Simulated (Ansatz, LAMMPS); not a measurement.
## Elastic response of amorphous 29Ga2O3-71GeO2 (mol %) (86 atoms)

How stiff is amorphous 29Ga2O3-71GeO2 (mol %) (86 atoms), and how do its levels respond to strain?

Program: Ansatz 0.2.0. Level of theory: Kohn-Sham DFT, PBE, PAW (set soft_1), plane waves. Results are calculated unless marked as measured.

## 1. Starting point

The cell holds 86 atoms: 14 Ga, 17 Ge and 55 O. Cell: a = 10.359 Å, b = 10.359 Å, c = 10.359 Å, α = 90.0°, β = 90.0°, γ = 90.0°. 86 atoms (14 Fe, 17 Ge, 55 O) placed at random at 4.41 g/cm³, melted at 5000 K for 10 ps at fixed volume with the Morse and Coulomb pair potential with partial charges (Pedone, Malavasi, Menziani, Cormack and Segre, J. Phys. Chem. B 110, 11780 (2006)). Quenched from 5000 K to 300 K at 100 K/ps and fixed volume, held 5 ps, then minimised at fixed cell. Then Fe was replaced by Ga and the cell scaled by 1.006 (the potential has no terms for the new elements, so the cell is a start for a DFT relaxation).

Limits known from the start: The quench rate of 100 K/ps is many orders above laboratory rates, so the cell is likely richer in defects and strain than a real sample. The network of bonds at the start is that of the classical potential that made the cell, and needn't be the one that DFT or experiment would give. The Brillouin zone is sampled at Γ only.

## 2. Single point at the start

The forces at the start show how far the geometry lies from a minimum of this functional.

Input file input.yaml:

```yaml
crystal:
  lattice:
    - [10.35908, 0.0, 0.0]
    - [0.0, 10.35908, 0.0]
    - [0.0, 0.0, 10.35908]
  atoms:
    - { symbol: Ga, position: [0.21928, 0.44613, 0.78366] }
    - { symbol: Ga, position: [0.57541, 0.00586, 0.90982] }
    - { symbol: Ga, position: [0.27487, 0.51559, 0.44184] }
    - { symbol: Ga, position: [0.19606, 0.49704, 0.10774] }
    - { symbol: Ga, position: [0.89331, 0.39545, 0.25234] }
    - { symbol: Ga, position: [0.63789, 0.76675, 0.10173] }
    - { symbol: Ga, position: [0.94109, 0.62176, 0.43948] }
    - { symbol: Ga, position: [0.43841, 0.71408, 0.88573] }
    - { symbol: Ga, position: [0.97679, 0.34816, 0.57909] }
    - { symbol: Ga, position: [0.64686, 0.4772, 0.9025] }
    - { symbol: Ga, position: [0.57154, 0.67253, 0.42115] }
    - { symbol: Ga, position: [0.47374, 0.52902, 0.13511] }
    - { symbol: Ga, position: [0.75258, 0.61043, 0.65478] }
    - { symbol: Ga, position: [0.45944, 0.22332, 0.75009] }
    - { symbol: Ge, position: [0.79119, 0.85739, 0.38933] }
    - { symbol: Ge, position: [0.15279, 0.0401, 0.9932] }
    - { symbol: Ge, position: [0.65275, 0.25906, 0.18019] }
    - { symbol: Ge, position: [0.38802, 0.19622, 0.46526] }
    - { symbol: Ge, position: [0.36996, 0.25366, 0.02344] }
    - { symbol: Ge, position: [0.92681, 0.68047, 0.12195] }
    - { symbol: Ge, position: [0.86787, 0.17788, 0.99853] }
    - { symbol: Ge, position: [0.23857, 0.77138, 0.15632] }
    - { symbol: Ge, position: [0.11777, 0.23789, 0.3046] }
    - { symbol: Ge, position: [0.53415, 0.98966, 0.27835] }
    - { symbol: Ge, position: [0.85089, 0.85188, 0.85496] }
    - { symbol: Ge, position: [0.11805, 0.91933, 0.40076] }
    - { symbol: Ge, position: [0.68773, 0.3579, 0.49475] }
    - { symbol: Ge, position: [0.76129, 0.08015, 0.64207] }
    - { symbol: Ge, position: [0.18306, 0.08317, 0.6724] }
    - { symbol: Ge, position: [0.94919, 0.46738, 0.87478] }
    - { symbol: Ge, position: [0.46076, 0.53783, 0.6578] }
    - { symbol: O, position: [0.90067, 0.57441, 0.26521] }
    - { symbol: O, position: [0.80302, 0.79539, 0.20907] }
    - { symbol: O, position: [0.15328, 0.9643, 0.55586] }
    - { symbol: O, position: [0.03656, 0.45963, 0.71981] }
    - { symbol: O, position: [0.41922, 0.05954, 0.37377] }
    - { symbol: O, position: [0.78682, 0.98501, 0.50445] }
    - { symbol: O, position: [0.93757, 0.78853, 0.98515] }
    - { symbol: O, position: [0.51684, 0.90695, 0.1357] }
    - { symbol: O, position: [0.92215, 0.30177, 0.90356] }
    - { symbol: O, position: [0.71549, 0.12297, 0.97698] }
    - { symbol: O, position: [0.53307, 0.39908, 0.76996] }
    - { symbol: O, position: [0.99046, 0.07137, 0.01929] }
    - { symbol: O, position: [0.53651, 0.2649, 0.49751] }
    - { symbol: O, position: [0.84696, 0.99943, 0.76633] }
    - { symbol: O, position: [0.25956, 0.27459, 0.38931] }
    - { symbol: O, position: [0.44804, 0.88564, 0.85757] }
    - { symbol: O, position: [0.10099, 0.54782, 0.46159] }
    - { symbol: O, position: [0.28923, 0.28907, 0.84018] }
    - { symbol: O, position: [0.57565, 0.62583, 0.98881] }
    - { symbol: O, position: [0.34399, 0.68228, 0.06502] }
    - { symbol: O, position: [0.169, 0.03465, 0.82856] }
    - { symbol: O, position: [0.20399, 0.90464, 0.06887] }
    - { symbol: O, position: [0.98419, 0.29701, 0.39186] }
    - { symbol: O, position: [0.84146, 0.47423, 0.52202] }
    - { symbol: O, position: [0.7021, 0.85538, 0.93728] }
    - { symbol: O, position: [0.57716, 0.63255, 0.24476] }
    - { symbol: O, position: [0.57873, 0.64845, 0.72587] }
    - { symbol: O, position: [0.11017, 0.49384, 0.94198] }
    - { symbol: O, position: [0.32163, 0.52627, 0.26654] }
    - { symbol: O, position: [0.35789, 0.42014, 0.0382] }
    - { symbol: O, position: [0.23474, 0.16628, 0.07128] }
    - { symbol: O, position: [0.10017, 0.66941, 0.15207] }
    - { symbol: O, position: [0.33331, 0.42661, 0.60171] }
    - { symbol: O, position: [0.87668, 0.5486, 0.01985] }
    - { symbol: O, position: [0.8363, 0.25831, 0.14443] }
    - { symbol: O, position: [0.10202, 0.07001, 0.32085] }
    - { symbol: O, position: [0.47566, 0.24485, 0.1692] }
    - { symbol: O, position: [0.85802, 0.73875, 0.73411] }
    - { symbol: O, position: [0.7024, 0.35651, 0.32405] }
    - { symbol: O, position: [0.60263, 0.50052, 0.53737] }
    - { symbol: O, position: [0.60942, 0.09309, 0.7141] }
    - { symbol: O, position: [0.61113, 0.86514, 0.36598] }
    - { symbol: O, position: [0.63378, 0.38893, 0.06436] }
    - { symbol: O, position: [0.07749, 0.20518, 0.63423] }
    - { symbol: O, position: [0.79288, 0.48984, 0.79443] }
    - { symbol: O, position: [0.09354, 0.36443, 0.19313] }
    - { symbol: O, position: [0.65637, 0.10066, 0.25131] }
    - { symbol: O, position: [0.41158, 0.64038, 0.51248] }
    - { symbol: O, position: [0.33614, 0.1439, 0.61885] }
    - { symbol: O, position: [0.76209, 0.71005, 0.47741] }
    - { symbol: O, position: [0.9712, 0.82917, 0.39796] }
    - { symbol: O, position: [0.22831, 0.82553, 0.31456] }
    - { symbol: O, position: [0.7817, 0.24251, 0.5886] }
    - { symbol: O, position: [0.46556, 0.15642, 0.92846] }
    - { symbol: O, position: [0.34576, 0.58772, 0.78455] }
kpoints:
  mp_grid: { grid: [1, 1, 1] }
hamiltonian:
  xc: pbe
  pseudopotentials: { kind: paw, azcp: { folder: soft_1 } }
scf:
  occupations: { method: fermi_dirac, width: 0.025 }
output:
  forces: true
```

Run with:

```bash
$ ansatz run input.yaml --threads 4 --pin off --max-ram 8192MiB --backend cpu --events-out ev --progress --plain --runs-dir out
```

Numbers of over 12 decimals in the logs are rounded to 6 here.

Output:

```text
[...]
Pseudopotentials: kind: paw
Pseudopotential: Ga, paw, valence charge 13, recommended cutoff 420 eV (normal), soft_1/Ga.paw.azcp
Pseudopotential: Ge, paw, valence charge 14, recommended cutoff 420 eV (normal), soft_1/Ge.paw.azcp
Pseudopotential: O, paw, valence charge 6, recommended cutoff 420 eV (normal), soft_1/O.paw.azcp
[... 5 lines on functional and potentials left out ...]
Crystal: 86 atoms, lattice volume = 1111.638 Å³
Basis set: ecut = 420 eV, 21823 PW (Γ), exchange–correlation on 144×144×144 points (8 copies of the dense FFT grid, shifted against one another)
Bands: 461, of which v1, the nominal top of the filled ones, is band 375 counted from 1 (374 counted from 0)
Symmetry: 1 space group operations
Space group: P1 (ITA 1), of the structure as read, at distance tolerance 1.0e-4 Å
k-points: 1
[... 7 lines on functional and potentials left out ...]
Initial density: superposition of atomic densities (chi_scale 0.1, normalization cell, long waves kept (reshape's long-wave potential 0.70 eV rms))
Initial wavefunctions: pseudopotential atomic-orbital guess
[...]
SCF iter   1: F=—  HF=-157202.709083 eV  |F-HF|=—  |Δ(HF+E_count)|=         —  Δρ=1.08e-1  dr2=8.33e1  ethr=3.10e-3  ⟨swp⟩=5.0  Hψ=1777  notcnv=0  defer=43
preconditioner: auto → Resta (q_TF=auto, 2.555 Å⁻¹)  ε∞=3.3  [insulator: Δε(μ)=1.485 eV  Ē_g=20.279 eV  σ=0.025 eV  W_gap=1.00  n_scr=304 (ndim 8)  ℏωp=30.5 eV  f_vac=0.101  D(μ)=0.00/eV (n_scr^D=0)  ε∞_Penn≈3.3]
SCF iter   2: F=—  HF=-157181.236856 eV  |F-HF|=—  |Δ(HF+E_count)|=    2.15e1  Δρ=4.74e-2  dr2=1.37e1  ethr=3.10e-3  ⟨swp⟩=2.0  Hψ=820  notcnv=0  defer=81
SCF iter   3: F=—  HF=-157177.310066 eV  |F-HF|=—  |Δ(HF+E_count)|=    3.93e0  Δρ=1.61e-2  dr2=2.67e0  ethr=1.83e-3  ⟨swp⟩=3.0  Hψ=494  notcnv=0  defer=54
automatic band count: iteration 3 solves 434 bands in place of 461: the levels show a gap, and the empty bands left out lie too high to hold charge; the band table lists the bands solved (type scf.n_extra_bands for more)
SCF iter   4: F=—  HF=-157176.861076 eV  |F-HF|=—  |Δ(HF+E_count)|=   4.49e-1  Δρ=5.42e-3  dr2=2.79e-1  ethr=3.56e-4  ⟨swp⟩=3.0  Hψ=761  notcnv=0  defer=53
SCF iter   5: F=—  HF=-157176.913507 eV  |F-HF|=—  |Δ(HF+E_count)|=   5.24e-2  Δρ=3.03e-3  dr2=8.66e-2  ethr=3.72e-5  ⟨swp⟩=3.0  Hψ=681  notcnv=0  defer=53
[...]
SCF iter  13: F=—  HF=-157176.950912 eV  |F-HF|=—  |Δ(HF+E_count)|=   4.36e-7  Δρ=7.75e-6  dr2=5.78e-7  ethr=1.09e-10  ⟨swp⟩=2.0  Hψ=681  notcnv=0  defer=53
SCF iter  14: F=-157176.950912 eV  HF=-157176.950912 eV  |F-HF|=1.60e-9  |Δ(HF+E_count)|=   9.00e-8  Δρ=1.48e-6  dr2=2.52e-8  ethr=1.33e-11  ⟨swp⟩=3.0  Hψ=1507  notcnv=0
SCF 1 converged in 14 iterations: F = -157176.950912 eV  dr2 = 2.52e-8
[...]
SCF converged after 14 iterations
Free energy (F): -157176.950912 eV
Harris-Foulkes:  -157176.950912 eV  (|F-HF|=1.60e-9)
Internal energy: -157176.950912 eV  (E = F + TS)
E sigma→0 (E₀):  -157176.950912 eV
Entropy (-TS):   -0.000000 eV (-0.000 meV/atom)
Fermi energy:    6.282996 eV
--- Per-component energies (eV) ---
[...]
Σ components = -157176.950912   (vs F -157176.950912, Δ=0.00e0)
--- Forces (eV/Å), atoms counted from 1 ---
  atom   1  Ga     0.01910180    -0.25148760     0.49664831
  atom   2  Ga     0.79516667    -0.55579786    -0.19728128
  atom   3  Ga     0.40421921     0.53355183     0.03074131
  atom   4  Ga    -0.11794051    -0.54917346     0.36809429
[...]
atom  86  O     -0.66833009     0.86651077     0.92260149
  max |Σ_I F_I| component: 5.26e-5 eV/Å
```

It took 19 s on 4 threads of AMD EPYC 9R14 (Zen 4), shared host; peak memory 1.8 GiB.

In the SCF lines HF is the Harris–Foulkes energy and dr2 the Hartree energy of the density residual, in eV; the loop may stop once dr2 is under the threshold and the program's other checks hold. Hψ counts applications of the Hamiltonian.

The r.m.s. force at the start is 0.83 eV/Å.

## 3. Cell and atoms relaxed

Cell and atoms are freed together, to release stress as well as forces.

Input file input.yaml:

```yaml
crystal:
  lattice:
    - [10.35908, 0.0, 0.0]
    - [0.0, 10.35908, 0.0]
    - [0.0, 0.0, 10.35908]
  atoms:
    [... the 86 atom lines of step 2 ...]
kpoints:
  mp_grid: { grid: [1, 1, 1] }
hamiltonian:
  xc: pbe
  pseudopotentials: { kind: paw, azcp: { folder: soft_1 } }
scf:
  occupations: { method: fermi_dirac, width: 0.025 }
output:
  forces: true
relax:
  f_tol: 0.05
  max_steps: 150
  cell: {}
```

Output:

```text
[...]
Crystal: 86 atoms, lattice volume = 1111.638 Å³
Basis set: ecut = 420 eV, 21823 PW (Γ), exchange–correlation on 144×144×144 points (8 copies of the dense FFT grid, shifted against one another)
Bands: 461, of which v1, the nominal top of the filled ones, is band 375 counted from 1 (374 counted from 0)
Symmetry: 1 space group operations
[...]
k-points: 1
[...]
SCF iter   1: F=—  HF=-157202.709083 eV  |F-HF|=—  |Δ(HF+E_count)|=         —  Δρ=1.08e-1  dr2=8.33e1  ethr=3.10e-3  ⟨swp⟩=5.0  Hψ=1777  notcnv=0  defer=43
[...]
SCF iter  14: F=-157176.950912 eV  HF=-157176.950912 eV  |F-HF|=1.63e-9  |Δ(HF+E_count)|=   8.92e-8  Δρ=1.49e-6  dr2=2.55e-8  ethr=1.33e-11  ⟨swp⟩=3.0  Hψ=1511  notcnv=0
SCF 1 converged in 14 iterations: F = -157176.950912 eV  dr2 = 2.55e-8
[...]
relax step   1: F+E_penalty+E_count = -157176.95091196 eV  Δ(F+E_penalty+E_count) = +0.000e0 eV  max|allowed force component| = 2.781e0 eV/Å  Δτ_max = 0.0000 Å  P = +0.164 GPa  Ω = 1111.638 Å³  (14 SCF iters, dr2 threshold 1.00e-7 eV, accepted)
[... from here on, the SCF cycles and remarks between the steps are left out ...]
relax step   2: F+E_penalty+E_count = -157180.79444957 eV  Δ(F+E_penalty+E_count) = -3.844e0 eV  max|allowed force component| = 1.197e0 eV/Å  Δτ_max = 0.1317 Å  P = +0.629 GPa  Ω = 1088.540 Å³  energy of the carried Pulay correction = +6.203e-2 eV  (8 SCF iters, dr2 threshold 8.60e-6 eV, accepted)
relax step   3: F+E_penalty+E_count = -157182.41285340 eV  Δ(F+E_penalty+E_count) = -1.618e0 eV  max|allowed force component| = 6.325e-1 eV/Å  Δτ_max = 0.1732 Å  P = +0.211 GPa  Ω = 1075.363 Å³  energy of the carried Pulay correction = +9.801e-2 eV  (8 SCF iters, dr2 threshold 8.60e-6 eV, accepted)
relax step   4: F+E_penalty+E_count = -157183.02724699 eV  Δ(F+E_penalty+E_count) = -6.144e-1 eV  max|allowed force component| = 3.599e-1 eV/Å  Δτ_max = 0.2000 Å  P = -0.082 GPa  Ω = 1077.559 Å³  energy of the carried Pulay correction = +9.198e-2 eV  (8 SCF iters, dr2 threshold 8.60e-6 eV, accepted)
relax step   5: F+E_penalty+E_count = -157183.39738722 eV  Δ(F+E_penalty+E_count) = -3.701e-1 eV  max|allowed force component| = 4.037e-1 eV/Å  Δτ_max = 0.2000 Å  P = +0.202 GPa  Ω = 1075.638 Å³  energy of the carried Pulay correction = +9.725e-2 eV  (8 SCF iters, dr2 threshold 8.09e-6 eV, accepted)
relax step   6: F+E_penalty+E_count = -157183.66631314 eV  Δ(F+E_penalty+E_count) = -2.689e-1 eV  max|allowed force component| = 2.140e-1 eV/Å  Δτ_max = 0.2000 Å  P = +0.152 GPa  Ω = 1080.029 Å³  energy of the carried Pulay correction = +8.522e-2 eV  (8 SCF iters, dr2 threshold 8.60e-6 eV, accepted)
relax step   7: F+E_penalty+E_count = -157183.67116120 eV  Δ(F+E_penalty+E_count) = -4.848e-3 eV  max|allowed force component| = 6.250e-1 eV/Å  Δτ_max = 0.1948 Å  P = -0.333 GPa  Ω = 1086.452 Å³  energy of the carried Pulay correction = +6.771e-2 eV  (9 SCF iters, dr2 threshold 2.86e-6 eV, accepted)
relax step   8: F+E_penalty+E_count = -157183.93523087 eV  Δ(F+E_penalty+E_count) = -2.641e-1 eV  max|allowed force component| = 2.306e-1 eV/Å  Δτ_max = 0.2000 Å  P = +0.083 GPa  Ω = 1086.394 Å³  energy of the carried Pulay correction = +6.786e-2 eV  (8 SCF iters, dr2 threshold 8.60e-6 eV, accepted)
relax step   9: F+E_penalty+E_count = -157183.97098034 eV  Δ(F+E_penalty+E_count) = -3.575e-2 eV  max|allowed force component| = 2.550e-1 eV/Å  Δτ_max = 0.2000 Å  P = +0.101 GPa  Ω = 1093.329 Å³  energy of the carried Pulay correction = +4.907e-2 eV  (8 SCF iters, dr2 threshold 3.32e-6 eV, accepted)
relax step  10: F+E_penalty+E_count = -157183.99611297 eV  Δ(F+E_penalty+E_count) = -2.513e-2 eV  max|allowed force component| = 2.646e-1 eV/Å  Δτ_max = 0.2000 Å  P = -0.086 GPa  Ω = 1095.055 Å³  energy of the carried Pulay correction = +4.440e-2 eV  (8 SCF iters, dr2 threshold 4.06e-6 eV, accepted)
relax step  11: F+E_penalty+E_count = -157184.02327643 eV  Δ(F+E_penalty+E_count) = -2.716e-2 eV  max|allowed force component| = 8.114e-2 eV/Å  Δτ_max = 0.1029 Å  P = -0.015 GPa  Ω = 1094.200 Å³  energy of the carried Pulay correction = +4.671e-2 eV  (8 SCF iters, dr2 threshold 4.38e-6 eV, accepted)
relax step  12: F+E_penalty+E_count = -157184.00150828 eV  Δ(F+E_penalty+E_count) = +2.177e-2 eV  max|allowed force component| = 2.486e-1 eV/Å  Δτ_max = 0.2000 Å  P = -0.017 GPa  Ω = 1096.285 Å³  energy of the carried Pulay correction = +4.109e-2 eV  (9 SCF iters, dr2 threshold 4.12e-7 eV, rejected (line search))
relax step  13: F+E_penalty+E_count = -157184.03230331 eV  Δ(F+E_penalty+E_count) = -9.027e-3 eV  max|allowed force component| = 1.778e-1 eV/Å  Δτ_max = 0.0696 Å  P = +0.070 GPa  Ω = 1093.989 Å³  energy of the carried Pulay correction = +4.728e-2 eV  (13 SCF iters, accepted)
relax step  14: F+E_penalty+E_count = -157184.03123571 eV  Δ(F+E_penalty+E_count) = +1.068e-3 eV  max|allowed force component| = 1.038e-1 eV/Å  Δτ_max = 0.0934 Å  P = +0.048 GPa  Ω = 1093.941 Å³  energy of the carried Pulay correction = +4.741e-2 eV  (8 SCF iters, dr2 threshold 1.98e-6 eV, rejected (line search))
relax step  15: F+E_penalty+E_count = -157184.03195985 eV  Δ(F+E_penalty+E_count) = +3.435e-4 eV  max|allowed force component| = 1.679e-1 eV/Å  Δτ_max = 0.0456 Å  P = -0.082 GPa  Ω = 1095.299 Å³  energy of the carried Pulay correction = +4.375e-2 eV  (12 SCF iters, accepted)
relax step  16: F+E_penalty+E_count = -157184.03599338 eV  Δ(F+E_penalty+E_count) = -4.034e-3 eV  max|allowed force component| = 1.338e-2 eV/Å  Δτ_max = 0.0168 Å  P = +0.006 GPa  Ω = 1094.813 Å³  energy of the carried Pulay correction = +4.506e-2 eV  (6 SCF iters, dr2 threshold 1.76e-6 eV, accepted)
relax step  17: F+E_penalty+E_count = -157183.99473044 eV  Δ(F+E_penalty+E_count) = +4.126e-2 eV  max|allowed force component| = 1.391e-2 eV/Å  Δτ_max = 0.0000 Å  P = -0.058 GPa  Ω = 1094.813 Å³  stress off target by 1.54e-1 GPa  SCF on the basis re-selected at this cell (its energy is not comparable with the rows above)  (8 SCF iters)
relax step  18: F+E_penalty+E_count = -157183.99809623 eV  Δ(F+E_penalty+E_count) = -3.366e-3 eV  max|allowed force component| = 2.439e-2 eV/Å  Δτ_max = 0.0092 Å  P = +0.063 GPa  Ω = 1093.760 Å³  energy of the carried Pulay correction = +2.899e-3 eV  (8 SCF iters, dr2 threshold 5.93e-8 eV, accepted)
relax step  19: F+E_penalty+E_count = -157183.99731080 eV  Δ(F+E_penalty+E_count) = +7.854e-4 eV  max|allowed force component| = 3.042e-2 eV/Å  Δτ_max = 0.0097 Å  P = -0.012 GPa  Ω = 1094.189 Å³  energy of the carried Pulay correction = +1.779e-3 eV  (8 SCF iters, dr2 threshold 1.96e-8 eV, accepted)
relax step  20: F+E_penalty+E_count = -157183.99597204 eV  Δ(F+E_penalty+E_count) = +1.339e-3 eV  max|allowed force component| = 3.040e-2 eV/Å  Δτ_max = 0.0000 Å  P = -0.014 GPa  Ω = 1094.189 Å³  stress off target by 2.38e-2 GPa  SCF on the basis re-selected at this cell (its energy is not comparable with the rows above)  (4 SCF iters)
[...]
SCF converged after 4 iterations
Free energy (F): -157183.995972 eV
[...]
Internal energy: -157183.995972 eV  (E = F + TS)
E sigma→0 (E₀):  -157183.995972 eV
Fermi energy:    6.633486 eV
[...]
--- Forces (eV/Å), atoms counted from 1 ---
  atom   1  Ga    -0.00316424    -0.00294396    -0.00269193
  atom   2  Ga    -0.00137324     0.00381482     0.00207897
  atom   3  Ga    -0.03040368    -0.00062457    -0.02177444
  atom   4  Ga    -0.00268494    -0.00189862     0.00265687
  atom   5  Ga     0.00308898     0.00045172    -0.00281722
  atom   6  Ga     0.00341515    -0.00019516    -0.00135378
  atom   7  Ga     0.00661689     0.00227719     0.00071861
  atom   8  Ga     0.00315545     0.00152521    -0.00163341
  atom   9  Ga     0.00350311    -0.00053689     0.00018248
  atom  10  Ga     0.00643529     0.00078402     0.00384870
  atom  11  Ga     0.00123763     0.00253033    -0.00986609
  atom  12  Ga     0.00173365    -0.00032394     0.00021090
  atom  13  Ga     0.00423056     0.00005912     0.00378518
  atom  14  Ga    -0.00213193     0.00146812     0.01105303
[...]
atom  85  O      0.00130840    -0.00385909    -0.00457462
  atom  86  O     -0.00149300     0.00056666     0.00178694
  max |Σ_I F_I| component: 1.03e-5 eV/Å
--- Stress (GPa, compression-positive) ---
       -0.008786       0.004060       0.003650
        0.004060      -0.011973       0.006286
        0.003650       0.006286      -0.020349
  P = ⅓ Tr σ = -0.0137 GPa (-0.137 kbar)
--- Relaxed structure (18 steps of the walk, 16 accepted, 2 SCFs on fresh bases) ---
  F+E_penalty+E_count = -157183.99597204 eV   max|allowed force component| = 3.040e-2 eV/Å   (the final SCF, on the basis selected at the relaxed cell)
  cell:  # Å, volume = 1094.1888 Å³
    - [10.433799, 0.048578, -0.025348]
    - [0.048578, 10.287505, 0.161242]
    - [-0.025348, 0.161242, 10.196702]
  atoms:
    - { symbol: Ga, position: [0.230959, 0.453527, 0.789389] }
    - { symbol: Ga, position: [0.561737, -0.015580, 0.910785] }
    - { symbol: Ga, position: [0.283916, 0.568408, 0.453952] }
    - { symbol: Ga, position: [0.189125, 0.474636, 0.137836] }
[...]
- { symbol: O, position: [0.355747, 0.589790, 0.790287] }
```

Wall time 3.2 min (4 threads); peak memory 1.8 GiB; 12 min of CPU time.

The relaxation converged after 18 steps, with a largest force component of 0.030 eV/Å.

(Continued in part 2 of 4.)

[Logs are printed without paths, hosts, clocks, repeated set-up lines and the standing remarks that a program may print on its own settings, such as how far it seeks lower states.]

[Hosts, paths, dates, database ids (printed as entryN), source tags and the programs' standing remarks are cut or masked in the printed files.]
